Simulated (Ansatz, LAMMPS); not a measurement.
# Relaxing a frame of liquid Na2CO3 from 1140 K (108 atoms)

Wanted: the relaxed structure of a frame of liquid Na2CO3 from 1140 K (108 atoms) and its electronic structure.

Calculated with Ansatz 0.2.0; Kohn-Sham DFT, PBE, PAW (set soft_2), plane waves.

**1. Starting point**

The cell holds 108 atoms: 18 C, 54 O and 36 Na. Its edges and angles: a = 11.716 Å, b = 11.716 Å, c = 11.716 Å, α = 90.0°, β = 90.0°, γ = 90.0°. 36 Na+, 18 CO3 2- placed at random, at 1.97 g/cm³; overlaps pushed apart, then 10 ps at 1540 K with harmonic planar carbonate ions with charges +1 on C and -1 on O; Joung-Cheatham ions (J. Phys. Chem. B 112, 9020 (2008)); charges of ions scaled by 0.8. Snapshot after 20 ps at 1140 K and fixed volume.

What the set-up can't give: The starting topology of bonds comes from the classical model. Sampling is at Γ alone, for a cell whose shortest periodic width is 12 Å.

**2. Making the structure**

A classical potential supplies the starting structure, since it reaches far longer times than DFT.

This step: classical MD, harmonic planar carbonate ions with charges +1 on C and -1 on O; Joung-Cheatham ions (J. Phys. Chem. B 112, 9020 (2008)); charges of ions scaled by 0.8 (LAMMPS 22 Jul 2025 - Update 4).

File in.lmp:

```
# liquid Na2CO3
units real
atom_style full
boundary p p p
bond_style harmonic
angle_style harmonic
dihedral_style opls
improper_style harmonic
special_bonds lj 0 0 0.5 coul 0 0 0.75
read_data data.lmp
neigh_modify delay 0 every 1 check yes one 4000
comm_modify cutoff 12.0
timestep 0.5
thermo_style custom step time temp pe press density
thermo_modify norm yes
# push overlapping molecules apart
pair_style soft 2.6
pair_coeff * * 0.0
variable a equal ramp(1,60)
fix ad all adapt 1 pair soft a * * v_a
velocity all create 1540 425168 mom yes dist gaussian
fix lim all nve/limit 0.03
fix lan all langevin 1540 1540 50 425169 zero yes
thermo 1000
run 3000 post no
unfix ad
pair_style lj/cut/coul/long 9.0
pair_modify mix arithmetic tail yes
pair_coeff 1 1 0.0860 3.4000   # C
pair_coeff 2 2 0.1553 3.1660   # O
pair_coeff 3 3 0.3526 2.1595   # Na
kspace_style pppm 1.0e-4
thermo 100
minimize 1e-5 1e-3 300 3000
# [... 15 lines left out ...]
compute msd all msd com yes
thermo 5000
fix md all nvt temp 1140 1140 100
run 20000 post no
print "== T1140: mean square displacement over the hold $(c_msd[4]:%.2f) A^2"
unfix md
uncompute msd
write_dump all custom T1140.dump id type xs ys zs modify sort id
```

Started as:

```
> lmp -in in.lmp -log none -nocite
```

Numbers of over 12 decimals in the logs are rounded to 6 here.

Output:

```text
LAMMPS (22 Jul 2025 - Update 4)
Reading data file ...
  orthogonal box = (0 0 0) to (11.71575 11.71575 11.71575)
  108 atoms
  orthogonal box = (0 0 0) to (11.71575 11.71575 11.71575)
  54 bonds
  54 angles
  18 impropers
   Step          Time           Temp          PotEng         Press         Density
         0   0              1540           0.053796484    15046.643      1.9700005
      1000   500            1565.1992      3.4287404      48440.288      1.9700005
      2000   1000           1449.85        2.7782723      46854.241      1.9700005
      3000   1500           1651.0013      3.076233       60979.222      1.9700005
Loop time of 0.0822731 s on 1 MPI rank(s) for 3000 steps with 108 atoms
PPPM initialization ...
  G vector (1/distance) = 0.30908204
  grid = 8 8 8
  estimated relative force accuracy = 6.8164338e-05
   Step          Time           Temp          PotEng         Press         Density
      3000   1500           1651.0013     -23.772084      84994.784      1.9700005
      3100   1550           1651.0013     -55.695821     -153.33138      1.9700005
      3184   1592           1651.0013     -56.080191     -4617.5546      1.9700005
Loop time of 0.0808448 s on 1 MPI rank(s) for 184 steps with 108 atoms
Minimization stats:
  Stopping criterion = energy tolerance
  Energy initial, next-to-last, final =
     -23.7720836026457  -56.0796510493481  -56.0801910128516
  Force two-norm initial, final = 1382.2297 9.1596563
  Iterations, force evaluations = 184 333
   Step          Time           Temp          PotEng         Press         Density
         0   0              1540          -56.080191     -5623.9497      1.9700005
      1000   500            1573.6414     -51.542076      10932.39       1.9700005
      2000   1000           1550.9206     -51.897297      17135.327      1.9700005
Loop time of 0.305524 s on 1 MPI rank(s) for 2000 steps with 108 atoms
   Step          Time           Temp          PotEng         Press         Density
      2000   1000           1550.9206     -51.897297      17135.327      1.9700005
      2500   1500           1325.8388     -50.785237      16957.295      1.9700005
[... 4 lines left out ...]
Loop time of 1.62239 s on 1 MPI rank(s) for 10000 steps with 108 atoms
   Step          Time           Temp          PotEng         Press         Density
[... 4 lines left out ...]
Loop time of 0.807233 s on 1 MPI rank(s) for 5000 steps with 108 atoms
   Step          Time           Temp          PotEng         Press         Density
[... 2 lines left out ...]
     25000   24000          1196.2579     -52.790031      793.28366      1.9700005
     30000   29000          1146.5048     -52.925049     -3352.2876      1.9700005
     35000   34000          1106.5441     -52.348265      2419.4537      1.9700005
     37000   36000          1078.8383     -52.537481     -2405.6062      1.9700005
Loop time of 3.20277 s on 1 MPI rank(s) for 20000 steps with 108 atoms
== T1140: mean square displacement over the hold 24.46 A^2
```

Elapsed: 6.2 s, on 1 thread of AMD EPYC 9R45, shared host; peak memory 0.073 GiB.

The input also reads data.lmp (atoms, bonds and types; not printed here).

**3. Single point at the start**

The forces at the start show how far the geometry lies from a minimum of this functional.

File input.yaml:

```yaml
crystal:
  lattice:
    - [11.71575, 0.0, 0.0]
    - [0.0, 11.71575, 0.0]
    - [0.0, 0.0, 11.71575]
  atoms:
    - { symbol: C, position: [0.42172, 0.2334, 0.16586] }
    - { symbol: O, position: [0.4707, 0.15666, 0.09531] }
    - { symbol: O, position: [0.32718, 0.26323, 0.16715] }
    - { symbol: O, position: [0.50898, 0.29971, 0.19287] }
    - { symbol: C, position: [0.66903, 0.98656, 0.04296] }
    - { symbol: O, position: [0.7676, 0.00556, 0.08336] }
    - { symbol: O, position: [0.60253, 0.95731, 0.12078] }
    - { symbol: O, position: [0.64671, 0.0077, 0.93573] }
    - { symbol: C, position: [0.36075, 0.31846, 0.50757] }
    - { symbol: O, position: [0.25962, 0.29527, 0.55096] }
    - { symbol: O, position: [0.37381, 0.4142, 0.4819] }
    - { symbol: O, position: [0.44985, 0.2597, 0.51324] }
    - { symbol: C, position: [0.95561, 0.88911, 0.76452] }
    - { symbol: O, position: [0.87568, 0.95306, 0.75483] }
    - { symbol: O, position: [0.01759, 0.89144, 0.67057] }
    - { symbol: O, position: [0.98033, 0.84051, 0.86649] }
    - { symbol: C, position: [0.10509, 0.44285, 0.17823] }
    - { symbol: O, position: [0.1394, 0.48119, 0.0885] }
    - { symbol: O, position: [0.09034, 0.34336, 0.17907] }
    - { symbol: O, position: [0.12063, 0.48787, 0.27707] }
    - { symbol: C, position: [0.74394, 0.63003, 0.03642] }
    - { symbol: O, position: [0.7391, 0.68896, 0.12812] }
    - { symbol: O, position: [0.84574, 0.60832, 0.98567] }
    - { symbol: O, position: [0.65854, 0.63966, 0.96811] }
    - { symbol: C, position: [0.67273, 0.67378, 0.63782] }
    - { symbol: O, position: [0.68636, 0.60509, 0.55078] }
    - { symbol: O, position: [0.75602, 0.70837, 0.70453] }
    - { symbol: O, position: [0.57913, 0.70412, 0.68116] }
    - { symbol: C, position: [0.42012, 0.96341, 0.67532] }
    - { symbol: O, position: [0.33275, 0.91321, 0.64477] }
    - { symbol: O, position: [0.46385, 0.94253, 0.77416] }
    - { symbol: O, position: [0.45345, 0.05344, 0.63534] }
    - { symbol: C, position: [0.86048, 0.33046, 0.60345] }
    - { symbol: O, position: [0.84452, 0.4429, 0.64841] }
    - { symbol: O, position: [0.82443, 0.23807, 0.65092] }
    - { symbol: O, position: [0.93466, 0.33033, 0.52499] }
    - { symbol: C, position: [0.13547, 0.18252, 0.90107] }
    - { symbol: O, position: [0.24068, 0.17604, 0.89578] }
    - { symbol: O, position: [0.09458, 0.15901, 0.80917] }
    - { symbol: O, position: [0.0675, 0.18195, 0.98864] }
    - { symbol: C, position: [0.94448, 0.70852, 0.31446] }
    - { symbol: O, position: [0.97605, 0.74287, 0.22367] }
    - { symbol: O, position: [0.00175, 0.72639, 0.39812] }
    - { symbol: O, position: [0.85028, 0.68534, 0.33211] }
    - { symbol: C, position: [0.27194, 0.85457, 0.01607] }
    - { symbol: O, position: [0.22517, 0.76668, 0.05169] }
    - { symbol: O, position: [0.36278, 0.83629, 0.96574] }
    - { symbol: O, position: [0.24008, 0.95256, 0.05372] }
    - { symbol: C, position: [0.38409, 0.70329, 0.31853] }
    - { symbol: O, position: [0.40839, 0.79836, 0.27187] }
    - { symbol: O, position: [0.40007, 0.61901, 0.25351] }
    - { symbol: O, position: [0.31199, 0.70305, 0.39529] }
    - { symbol: C, position: [0.69181, 0.95231, 0.41999] }
    - { symbol: O, position: [0.69398, 0.95894, 0.53075] }
    - { symbol: O, position: [0.65641, 0.85769, 0.3752] }
    - { symbol: O, position: [0.75477, 0.02566, 0.37421] }
    - { symbol: C, position: [0.53147, 0.37249, 0.89514] }
    - { symbol: O, position: [0.51252, 0.33386, 0.79709] }
    - { symbol: O, position: [0.63591, 0.39796, 0.93701] }
    - { symbol: O, position: [0.43979, 0.42172, 0.94949] }
    - { symbol: C, position: [0.23765, 0.56558, 0.76152] }
    - { symbol: O, position: [0.27559, 0.57431, 0.85278] }
    - { symbol: O, position: [0.2774, 0.62754, 0.67921] }
    - { symbol: O, position: [0.15393, 0.49934, 0.74605] }
    - { symbol: C, position: [0.70731, 0.35156, 0.28364] }
    - { symbol: O, position: [0.68058, 0.46062, 0.2826] }
    - { symbol: O, position: [0.67436, 0.28516, 0.36348] }
    - { symbol: O, position: [0.74891, 0.31154, 0.18598] }
    - { symbol: C, position: [0.06533, 0.01539, 0.34253] }
    - { symbol: O, position: [0.17459, 0.02561, 0.33286] }
    - { symbol: O, position: [0.02611, 0.09946, 0.29095] }
    - { symbol: O, position: [0.02153, 0.00293, 0.42758] }
    - { symbol: Na, position: [0.64878, 0.00371, 0.73822] }
    - { symbol: Na, position: [0.05858, 0.34441, 0.69523] }
    - { symbol: Na, position: [0.43978, 0.04633, 0.93124] }
    - { symbol: Na, position: [0.87225, 0.81295, 0.54155] }
    - { symbol: Na, position: [0.46704, 0.51438, 0.74248] }
    - { symbol: Na, position: [0.18288, 0.99095, 0.83473] }
    [... 24 atom lines left out ...]
    - { symbol: Na, position: [0.63065, 0.12529, 0.2458] }
    - { symbol: Na, position: [0.90389, 0.05056, 0.59804] }
    - { symbol: Na, position: [0.18418, 0.54928, 0.47985] }
    - { symbol: Na, position: [0.17062, 0.15373, 0.16621] }
    - { symbol: Na, position: [0.50994, 0.76342, 0.07686] }
    - { symbol: Na, position: [0.33745, 0.24127, 0.73518] }
kpoints:
  mp_grid: { grid: [1, 1, 1] }
hamiltonian:
  xc: pbe
scf:
  occupations: { method: gaussian, width: 0.05 }
output:
  forces: true
  stress: true
  populations: intrinsic
  dos:
    method: { smearing: { sigma: 0.1 } }
    de: 0.1
    projected: { site_lists: { C: [C], Na: [Na], O: [O] } }
  eigenvalues: true
```

Started as:

```
> ansatz run input.yaml --threads 4 --pin off --max-ram 8192MiB --backend cpu --events-out ev --progress --plain --runs-dir out
```

Output:

```text
Engine: ansatz 0.2.0, x86_64-unknown-linux-gnu
Pseudopotentials: kind: paw
Pseudopotential: C, paw, valence charge 4, recommended cutoff 420 eV (normal), C.paw.azcp
Pseudopotential: O, paw, valence charge 6, recommended cutoff 420 eV (normal), O.paw.azcp
Pseudopotential: Na, paw, valence charge 9, recommended cutoff 420 eV (normal), Na.paw.azcp
[... 5 lines on functional and potentials left out ...]
Crystal: 108 atoms, lattice volume = 1608.090 Å³
Basis set: ecut = 420 eV, 31439 PW (Γ), exchange–correlation on 160×160×160 points (8 copies of the dense FFT grid, shifted against one another)
Bands: 468, of which v1, the nominal top of the filled ones, is band 360 counted from 1 (359 counted from 0)
Symmetry: 1 space group operations
Space group: P1 (ITA 1), of the structure as read, at distance tolerance 1.2e-4 Å
k-points: 1
[... 7 lines on functional and potentials left out ...]
Initial density: superposition of atomic densities (neutral atoms: chi_scale 0, normalization atom), corrected by the library's trained network
Initial wavefunctions: pseudopotential atomic-orbital guess
Functional: x = pbe(κ = 0.804, μ = 0.219515), c = pbe(β = 0.066725)
SCF iter   1: F=—  HF=-88689.514468 eV  |F-HF|=—  |Δ(HF+E_count)|=         —  Δρ=3.12e-3  dr2=3.25e-1  ethr=1.77e-3  ⟨swp⟩=5.0  Hψ=1761  notcnv=0  defer=95
preconditioner: auto → Resta (q_TF=auto, 2.386 Å⁻¹)  ε∞=2.4  [insulator: Δε(μ)=1.734 eV  Ē_g=20.035 eV  σ=0.050 eV  W_gap=1.00  n_scr=364 (ndim 8)  ℏωp=23.6 eV  f_vac=0.257  D(μ)=0.00/eV (n_scr^D=0)  ε∞_Penn≈2.4]
SCF iter   2: F=—  HF=-88689.456053 eV  |F-HF|=—  |Δ(HF+E_count)|=   5.84e-2  Δρ=1.65e-3  dr2=7.75e-2  ethr=4.52e-5  ⟨swp⟩=2.0  Hψ=703  notcnv=0  defer=102
SCF iter   3: F=—  HF=-88689.454784 eV  |F-HF|=—  |Δ(HF+E_count)|=   1.27e-3  Δρ=9.11e-4  dr2=2.55e-2  ethr=1.08e-5  ⟨swp⟩=2.0  Hψ=578  notcnv=0  defer=102
SCF iter   4: F=—  HF=-88689.452512 eV  |F-HF|=—  |Δ(HF+E_count)|=   2.27e-3  Δρ=4.64e-4  dr2=4.27e-3  ethr=3.54e-6  ⟨swp⟩=2.0  Hψ=571  notcnv=0  defer=102
SCF iter   5: F=—  HF=-88689.452442 eV  |F-HF|=—  |Δ(HF+E_count)|=   7.02e-5  Δρ=2.12e-4  dr2=6.67e-4  ethr=5.93e-7  ⟨swp⟩=2.0  Hψ=738  notcnv=0  defer=102
SCF iter   6: F=—  HF=-88689.452585 eV  |F-HF|=—  |Δ(HF+E_count)|=   1.43e-4  Δρ=7.41e-5  dr2=8.54e-5  ethr=9.27e-8  ⟨swp⟩=2.0  Hψ=587  notcnv=0  defer=102
SCF iter   7: F=—  HF=-88689.451962 eV  |F-HF|=—  |Δ(HF+E_count)|=   6.23e-4  Δρ=3.55e-5  dr2=1.84e-5  ethr=1.19e-8  ⟨swp⟩=2.0  Hψ=725  notcnv=0  defer=102
SCF iter   8: F=—  HF=-88689.451966 eV  |F-HF|=—  |Δ(HF+E_count)|=   4.07e-6  Δρ=1.23e-5  dr2=2.40e-6  ethr=2.56e-9  ⟨swp⟩=2.0  Hψ=587  notcnv=0  defer=102
SCF iter   9: F=—  HF=-88689.451968 eV  |F-HF|=—  |Δ(HF+E_count)|=   2.60e-6  Δρ=5.05e-6  dr2=4.15e-7  ethr=3.34e-10  ⟨swp⟩=2.0  Hψ=690  notcnv=0  defer=102
SCF iter  10: F=-88689.451969 eV  HF=-88689.451969 eV  |F-HF|=3.15e-8  |Δ(HF+E_count)|=   3.70e-7  Δρ=2.29e-6  dr2=8.25e-8  ethr=1.39e-11  ⟨swp⟩=13.0  Hψ=2514  notcnv=0
SCF 1 converged in 10 iterations: F = -88689.451969 eV  dr2 = 8.25e-8
  greatest PAW one-centre occupation: 0.999 electrons in one spin orbital (limit 2), on the Na atom at site 89 (counted from 0), in its partial waves of l = 0
SCF converged after 10 iterations
Free energy (F): -88689.451969 eV
Harris-Foulkes:  -88689.451969 eV  (|F-HF|=3.15e-8)
Internal energy: -88689.451969 eV  (E = F + TS)
E sigma→0 (E₀):  -88689.451969 eV
Fermi energy:    3.898263 eV
--- Per-component energies (eV) ---
  E_band       = -10248.731468
  E_kinetic    = 15572.927649
  E_local      = -81172.602504  (includes V_loc(G=0)·N_el)
  E_nonlocal   = 7257.788579
  E_hartree    = 29793.627794
  E_xc         = -6266.436180
  E_vxc        = -7973.569850  (∫ρ·V_xc dr)
  E_paw        = -19828.459572  (= ΣΔE_a)
  E_vpaw       = -3520.659704  (= ΣTr[D̂ρ^β])
  E_aug_tail   = 0.134352  (compensation charges beyond the density's cutoff)
  E_ewald      = -34046.432086
  E_smearing   = -0.000000  (= −TS)
  E_closure    = 0.000000  (closes the sum)
  Σ components = -88689.451969   (vs F -88689.451969, Δ=0.00e0)
--- Forces (eV/Å), atoms counted from 1 ---
  atom   1  C     12.34715844     0.63668869    -4.01207094
  atom   2  O     -2.31950454    -2.82579039     0.18378301
  atom   3  O     -8.57957526     1.17483869     1.65022479
  atom   4  O     -1.32838019     0.78681801     2.47366722
  atom   5  C      0.07700163     0.60631271     0.08647566
  atom   6  O      4.85221490     1.35909870    -0.37298151
  atom   7  O     -3.68519953    -1.54451906     0.18232390
  atom   8  O     -0.25466648    -0.01881940    -0.00654715
  atom   9  C     -1.31868289    -3.64283817     3.70529850
  atom  10  O     -0.93484290    -2.59286714     0.26709942
  atom  11  O      0.64739504    10.58119104    -4.02318831
  atom  12  O      1.79428732    -3.77570602     0.22912587
  atom  13  C      4.70147756    -1.31857654     0.16146970
  atom  14  O     -6.50584927     3.52596984     1.58864831
[...]
atom 107  Na     0.46710965     0.00294449     0.33042503
  atom 108  Na     0.43948233     0.04174398    -0.39929924
  max |Σ_I F_I| component: 4.63e-4 eV/Å
--- Stress (GPa, compression-positive) ---
        6.667226       1.510397      -0.130421
        1.510398       4.837881      -2.044594
       -0.130422      -2.044594       7.454065
  P = ⅓ Tr σ = 6.3197 GPa (63.197 kbar)
--- Band table (eV) ---
  k-point 0: bands = ["-50.3838", "-49.4903", "-49.4158", "-49.2543", [... 452 levels ...], "12.2938", "12.3474", "12.3921", "12.4425", "12.5189", "12.5707", "12.6139", "12.6621", "12.7646", "12.7795", "12.7932", "12.8621"]
--- intrinsic populations: 108 sites ---
  site symbol       q [e]
     0      C      3.3854
     1      O      6.7998
     2      O      6.6238
[...]
107     Na      8.2060
  spilling = 0.000000 (of n_electrons = 720.000000)
```

Wall time 10 s (4 threads of AMD EPYC 9R45, shared host); peak memory 2.3 GiB.

Numbers from this run:

| Property | Result |
| --- | --- |
| free energy | -88689.4520 eV |
| free energy per atom | -821.1986 eV/atom |
| SCF cycles | 10 |
| pressure | 6.32 GPa |
| r.m.s. force component | 2.835 eV/Å |
| longest force | 16.79 eV/Å |
| Fermi energy | 3.898 eV |
| gap (highest filled to lowest empty level) | 1.358 eV |

The r.m.s. force component of 2.8 eV/Å and the pressure of 6.3 GPa set the starting point.

Length of the force by element:

```tsv
element	coordination	atoms	mean length of the force (eV/Å)	spread	least	most
C	all	18	5.10	2.91	0.617	13.0
Na	all	36	0.671	0.301	0.140	1.75
O	all	54	4.86	3.57	0.255	16.8
```

(Continued in part 2 of 3.)

[Logs are printed without paths, hosts, clocks, repeated set-up lines and the standing remarks that a program may print on its own settings, such as how far it seeks lower states.]

[Hosts, paths, dates, database ids (printed as entryN), source tags and the programs' standing remarks are cut or masked in the printed files.]
